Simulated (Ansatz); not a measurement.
# Debugging a many-body input for K2LiScI6 (double perovskite (elpasolite)) (Fm-3m)

Aim: the G0W0 gap of K2LiScI6 (double perovskite (elpasolite)) (Fm-3m). The first input has a fault.

Program: Ansatz 0.2.0. Level of theory: G0W0 on PBE, plane waves, PAW. Results are calculated unless marked as measured.

The structure was built from a prototype and need not be the compound's stable phase.

### 1. The structure

The structure is cubic, space group Fm-3m (No. 225). Conventional cell: a = 11.711 Å, b = 11.711 Å, c = 11.711 Å, α = 90.00°, β = 90.00°, γ = 90.00°. Nearest to K lie 12 I at 4.14 Å. Nearest to Li lie 6 I at 2.97 Å. Nearest to Sc lie 6 I at 2.89 Å. Nearest to I lie 1 Sc at 2.89 Å and 1 Li at 2.97 Å and 4 K at 4.14 Å. It derives from I6K2Li1Sc1. Farther neighbours and most contacts between anions are not listed.

The structure was relaxed with PBE. The structure type comes from a generator and need not be one that this composition takes. The runs that relaxed it are not among those shown. Spin-orbit coupling is left out unless a step names it. The default PAW set here is soft_2. Its files were made with PBE.

### 2. First try

File input.yaml:

```yaml
crystal:
  lattice:
    - [0.0, 5.8553772128, 5.8553772128]
    - [5.8553772128, 0.0, 5.8553772128]
    - [5.8553772128, 5.8553772128, 0.0]
  atoms:
    - { symbol: K, position: [0.25, 0.25, 0.25] }
    - { symbol: K, position: [0.75, 0.75, 0.75] }
    - { symbol: Li, position: [0.0, 0.0, 0.0] }
    - { symbol: Sc, position: [0.5, 0.5, 0.5] }
    - { symbol: I, position: [0.2533847642, 0.7466152358, 0.7466152358] }
    - { symbol: I, position: [0.2533847642, 0.7466152358, 0.2533847642] }
    - { symbol: I, position: [0.7466152358, 0.2533847642, 0.7466152358] }
    - { symbol: I, position: [0.7466152358, 0.2533847642, 0.2533847642] }
    - { symbol: I, position: [0.7466152358, 0.7466152358, 0.2533847642] }
    - { symbol: I, position: [0.2533847642, 0.2533847642, 0.7466152358] }
kpoints:
  mp_grid: { grid: [2, 2, 2] }
hamiltonian:
  xc: pbe
scf:
  occupations: { method: fixed }
gw:
  n_empty_bands: 423
  ecut_chi: 3000
  qp_bands: [v3, c3]
  qp_kpoints: band_edges
  screening: { model: contour_deformation }
  ecutfock_ratio: 1
```

Command:

```console
ansatz run input.yaml --threads 8 --pin off --max-ram 17510MiB --backend cpu --events-out ev --progress --plain --runs-dir out
```

Numbers of over 12 decimals in the logs are rounded to 6 here.

The program printed:

```text
Error: inconsistent input (gw.ecut_chi, gw.ecutfock_ratio, basis.ecutwfc): ecut_chi = 3000.000 eV exceeds the pair-density box cutoff, ecutfock_ratio times the 420.000 eV up to which the run holds plane waves, 420.000 eV; raise gw.ecutfock_ratio or lower gw.ecut_chi
```

Wall time 0.05 s (8 threads of Arm Neoverse V2, shared host); peak memory 0.081 GiB.

Q: What is the fault?

The program refused the input before any cycle.

The program's message: “Error: inconsistent input (gw.ecut_chi, gw.ecutfock_ratio, basis.ecutwfc): ecut_chi = 3000.000 eV exceeds the pair-density box cutoff, ecutfock_ratio times the 420.000 eV up to which the run holds pla …”

The fault: screening cutoff above the basis. The screening basis can't pass the cutoff that the input grants to pair densities.

### 3. A better input

Now the one-shot GW correction: screening in the RPA, then the self-energy of the levels asked for.

input.yaml, as its differences from that of step 2:

```diff
@@ -23,4 +23,4 @@
 gw:
-  n_empty_bands: 423
-  ecut_chi: 3000
+  n_empty_bands: 557
+  ecut_chi: 72
   qp_bands: [v3, c3]
@@ -28,2 +28 @@
   screening: { model: contour_deformation }
-  ecutfock_ratio: 1
```

The program printed:

```text
[...]
Crystal: 10 atoms, lattice volume = 401.508 Å³
Basis set: ecut = 420 eV, 7799 PW (Γ)
Bands: 81, of which v1, the nominal top of the filled ones, is band 67 counted from 1 (66 counted from 0)
Symmetry: 48 space group operations
[...]
k-points: 3 of 8
[...]
SCF iter   1: F=—  HF=-50506.356970 eV  |F-HF|=—  |Δ(HF+E_count)|=         —  Δρ=7.38e-4  dr2=6.26e-3  ethr=1.77e-3  ⟨swp⟩=5.7  Hψ=818  notcnv=0  defer=33
[...]
SCF iter   7: F=-50506.355384 eV  HF=-50506.355384 eV  |F-HF|=5.86e-9  |Δ(HF+E_count)|=   7.77e-7  Δρ=3.05e-6  dr2=4.66e-8  ethr=7.46e-11  ⟨swp⟩=16.3  Hψ=1253  notcnv=0
SCF 1 converged in 7 iterations: F = -50506.355384 eV  dr2 = 4.66e-8
[...]
NSCF: frozen V_eff on 3 k-points
G₀W₀ screening: q 1/3
[... further progress lines ...]
[...]
SCF converged after 7 iterations
Free energy (F): -50506.355384 eV
[...]
0    65      3.7821   -17.7241     2.0411   -14.8254  0.7593     2.9032     2.9245  root
     0    66      3.7821   -17.7241     2.0411   -14.8254  0.7593     2.9032     2.9245  root
     0    67      3.7821   -17.7241     2.0411   -14.8254  0.7593     2.9032     2.9245  root
     0    68      5.8245    -9.3495    -6.1378   -16.7361  0.6942     7.1377     7.0732  root
     0    69      5.8245    -9.3495    -6.1378   -16.7361  0.6942     7.1377     7.0732  root
     0    70      5.8245    -9.3495    -6.1378   -16.7361  0.6942     7.1377     7.0732  root
     1    65      3.3919   -17.3274     2.1419   -14.2787  0.7541     2.4585     2.4852  root
     1    66      3.4116   -17.4211     2.0130   -14.5464  0.7587     2.5271     2.5498  root
[...]
2    67      3.7621   -17.6610     2.0386   -14.7635  0.7592     2.8816     2.9031  root
     2    68      5.8253    -9.3333    -6.2080   -16.8003  0.6929     7.1506     7.0843  root
     2    69      6.1926   -10.3142    -6.4743   -18.0752  0.6773     7.5596     7.4793  root
     2    70      6.1926   -10.3142    -6.4743   -18.0752  0.6773     7.5596     7.4793  root
[key lines of the parts left out:]
Fermi energy:    3.782114 eV
```

The job ended after 45 s (8 threads; peak memory 3.5 GiB; 5.2 min of CPU time).

Numbers from this step:

```yaml
bands_summed: 624
rpa_eps_infinity_on_this_mesh_eigenvalues: 4.288, 4.288, 4.288
plane_waves_in_the_screening_matrix: 537
q_points_in_the_mesh: 8
g0w0_gap_on_the_mesh: 4.149 eV
k_of_the_valence_top: 0, 0, 0
k_of_the_conduction_bottom: 0, 0, 0
starting_gap_on_the_mesh: 2.042 eV
z_at_the_valence_top: 0.7593
z_at_the_conduction_bottom: 0.6942
least_direct_g0w0_gap_on_the_computed_points: 4.149 eV
```

The gap on the mesh goes from 2.04 eV to 4.15 eV, a correction of +2.11 eV. Between the two edge states, bare exchange in place of the xc potential would open the gap by 10.29 eV, and correlation takes back 8.18 eV.

### 4. Results

```yaml
first_try: refused after 0.05 s
better_run: G0W0 gap on the mesh 4.15 eV (2×2×2 mesh, 557 empty bands, screening to 72 eV)
```

In words: The second run differs in: empty bands, screening cutoff (eV) and ecutfock ratio. Bands and cutoff are finite, so the gap is not at the basis limit. The miss can reach some tenths of an eV and take either sign; the mesh is an error of its own. The 2×2×2 mesh is coarse for this cell (its supercell is 17 Å along the shortest edge). The RPA ε∞ on it, from the PBE start, is 4.29; such meshes misread the long-range screening, most where the gap is narrow. The many-body steps are scalar-relativistic: spin-orbit coupling is not in them.

[Paths, hosts, dates, memory and timing lines, banners, echoed tables and standing remarks are left out of the program output.]

[Logs are printed without paths, hosts, clocks, repeated set-up lines and the standing remarks that a program may print on its own settings, such as how far it seeks lower states.]

[Runs of the session that timed out or met a known fault of the program may be left out.]

[Cells called generated may have been cut or substituted from an entry of the Crystallography Open Database or the Materials Project.]

[Hosts, paths, dates, database ids (printed as entryN), source tags and the programs' standing remarks are cut or masked in the printed files.]
